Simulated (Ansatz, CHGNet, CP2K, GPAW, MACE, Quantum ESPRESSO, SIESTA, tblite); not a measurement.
## Finding the fault: CP2K, Cu(111)/C(111) interface (72 atoms)

Program: CP2K 2026.2, a calculation on a cell of 18 Cu and 54 C, 7.37 Å³ an atom.

The input, input.inp:

```
&GLOBAL
  PROJECT cell
  RUN_TYPE ENERGY_FORCE
  PRINT_LEVEL LOW
&END GLOBAL
&FORCE_EVAL
  METHOD QS
  STRESS_TENSOR ANALYTICAL
  &DFT
    BASIS_SET_FILE_NAME BASIS_MOLOPT
    POTENTIAL_FILE_NAME GTH_POTENTIALS
    &MGRID
      CUTOFF 800
      REL_CUTOFF 50
      NGRIDS 5
    &END MGRID
    &QS
      EPS_DEFAULT 1.0E-05
    &END QS
    &SCF
      SCF_GUESS ATOMIC
      EPS_SCF 1.0E-06
      MAX_SCF 25
      ADDED_MOS 38
      &DIAGONALIZATION
        ALGORITHM STANDARD
      &END DIAGONALIZATION
      &SMEAR ON
        METHOD FERMI_DIRAC
        ELECTRONIC_TEMPERATURE [K] 580
      &END SMEAR
      &MIXING
        METHOD BROYDEN_MIXING
        ALPHA 0.15
        NBROYDEN 8
      &END MIXING
      &PRINT
        &RESTART OFF
        &END RESTART
      &END PRINT
    &END SCF
    &XC
      &XC_FUNCTIONAL PBE
      &END XC_FUNCTIONAL
    &END XC
    &PRINT
      &MULLIKEN ON
      &END MULLIKEN
      &HIRSHFELD ON
        SHAPE_FUNCTION DENSITY
      &END HIRSHFELD
      &MO ON
        EIGENVALUES T
        OCCUPATION_NUMBERS T
        MO_INDEX_RANGE 196 219
        &EACH
          QS_SCF 0
        &END EACH
        ADD_LAST NUMERIC
      &END MO
    &END PRINT
  &END DFT
  &SUBSYS
    &CELL
      A 6.71810 0.00000 0.00000
      B -1.43961 7.48043 0.00000
      C 0.00000 0.00000 10.55683
    &END CELL
    &COORD
      SCALED
      Cu 0.67161 0.78078 0.00231
      Cu 0.44333 0.40899 0.19734
      Cu 0.66115 0.43929 0.00207
      Cu 0.44200 0.07223 0.20675
      Cu 0.66706 0.10823 0.99644
      Cu 0.44450 0.74241 0.20296
      Cu 0.33057 0.88563 0.99979
      Cu 0.11622 0.51761 0.19464
      Cu 0.33487 0.56271 0.00122
      Cu 0.10895 0.18347 0.19911
[... 58 atom lines left out ...]
      C 0.90557 0.14626 0.65152
      C 0.01120 0.99626 0.60160
      C 0.12742 0.18108 0.84240
      C 0.89240 0.13844 0.79364
    &END COORD
    &KIND Cu
      BASIS_SET DZVP-MOLOPT-SR-GTH-q11
      POTENTIAL GTH-PBE-q11
    &END KIND
    &KIND C
      BASIS_SET DZVP-MOLOPT-SR-GTH-q4
      POTENTIAL GTH-PBE-q4
    &END KIND
  &END SUBSYS
  &PRINT
    &FORCES ON
    &END FORCES
    &STRESS_TENSOR ON
    &END STRESS_TENSOR
  &END PRINT
&END FORCE_EVAL
```

Command:

```sh
$ OMP_NUM_THREADS=1 mpirun -np 4 cp2k.psmp -i input.inp > output.txt
```

Numbers of over 12 decimals in the logs are rounded to 6 here.

The log of the run:

```text
CP2K| version string:                                       CP2K version 2026.2
 CP2K| Input file name                                                 input.inp
 GLOBAL| Basis set file name                                        BASIS_MOLOPT
 GLOBAL| Potential file name                                      GTH_POTENTIALS
 GLOBAL| Run type                                                   ENERGY_FORCE
 GLOBAL| Total number of message passing processes                             4
 GLOBAL| Number of threads for this process                                    1
 TOTAL NUMBERS AND MAXIMUM NUMBERS
  Total number of            - Atomic kinds:                                   2
                             - Atoms:                                         72
                             - Shell sets:                                    72
                             - Shells:                                       396
                             - Primitive Cartesian functions:                378
                             - Cartesian basis functions:                   1296
[... lines left out ...]
                        Smear method:                                FERMI_DIRAC
[... lines left out ...]
 Number of electrons:                                                        414
[... lines left out ...]
  Step     Update method      Time    Convergence         Total energy    Change
[... lines left out ...]
  *** SCF run converged in    21 steps ***
[... lines left out ...]
  Fermi energy:                                                 0.335817
  Total energy:                                             -1172.450791
  Total energy (extrapolated to T->0):                      -1172.448164
[... lines left out ...]
 MO| E(Fermi):            0.335817 a.u.          9.138051 eV
 !-----------------------------------------------------------------------------!
                     Mulliken Population Analysis
 #  Atom  Element  Kind  Atomic population                           Net charge
       1     Cu       1         10.957032                              0.042968
       2     Cu       1         11.010195                             -0.010195
       3     Cu       1         10.960098                              0.039902
[...]
71     C        2          4.011909                             -0.011909
      72     C        2          4.005406                             -0.005406
 # Total charge                            414.000000                 -0.000000
 !-----------------------------------------------------------------------------!
 !-----------------------------------------------------------------------------!
                           Hirshfeld Charges
  #Atom  Element  Kind  Ref Charge     Population                    Net charge
      1       Cu     1      11.000         10.880                         0.120
      2       Cu     1      11.000         10.941                         0.059
      3       Cu     1      11.000         10.879                         0.121
[...]
71       C      2       4.000          4.100                        -0.100
     72       C      2       4.000          4.026                        -0.026
  Total Charge                                                           -0.385
 !-----------------------------------------------------------------------------!
 ENERGY| Total FORCE_EVAL ( QS ) energy [hartree]          -1172.450770
 FORCES| Atomic forces [hartree/bohr]
 FORCES|   Atom     x               y               z               |f|
 FORCES|      1 -4.32756157E-03 -7.31152891E-03  2.23931561E-02   2.39507763E-02
 FORCES|      2  5.92161699E-03 -2.35348235E-03  2.39292991E-02   2.47631941E-02
 FORCES|      3  3.24857243E-03  3.88723718E-03  1.91581296E-02   1.98166033E-02
[...]
FORCES|     71 -2.09849937E-02  3.29319575E-03 -3.67452190E-02   4.24432117E-02
 FORCES|     72  2.62701893E-02  4.44324170E-02  3.55598646E-02   6.26806708E-02
 FORCES| Sum     4.55076233E-04 -7.01999252E-04  1.23155117E-03
 FORCES| Total atomic force                                       1.48883028E-03
 STRESS| Analytical stress tensor [bar]
 STRESS|                        x                   y                   z
 STRESS|      x        3.41972203525E+04  -3.25980077208E+04   1.32632162011E+04
 STRESS|      y       -3.25980077208E+04   6.87818682619E+04  -1.37706345822E+04
 STRESS|      z        1.32632162011E+04  -1.37706345822E+04   1.05453826708E+05
 STRESS| 1/3 Trace                                             6.94776384410E+04
```

Wall time 87 s (4 MPI ranks of Arm Neoverse V1, shared host); peak memory 3.3 GiB; 5.8 min of CPU time.

Banners, paths, timers and routine set-up lines are dropped from the logs unmarked, and long logs keep their key lines alone; longer cuts are marked.

Against a plane-wave PBE reference and this program's sound run:

- r.m.s. difference of force components: 30.51 meV/Å
- longest difference of force vectors: 99.26 meV/Å
- force difference over r.m.s. force: 2.377 %
- slope of forces against the reference's: 1.019
- energy less the same-level run's: 20.22 meV/atom
- r.m.s. force difference from the same-level run: 10.09 meV/Å

**Question.** What is wrong with this input?

Integrals screened far too loosely: EPS_DEFAULT 1e-05.

The run converged all the same, so the exit status doesn't show the fault.

[Also dropped from logs without a mark: logging warnings of Python, and SIESTA's first energy breakdown and zero terms.]

[Logs are printed without paths, hosts, clocks, repeated set-up lines and the standing remarks that a program may print on its own settings, such as how far it seeks lower states.]

[Hosts, paths, dates, database ids (printed as entryN), source tags and the programs' standing remarks are cut or masked in the printed files.]
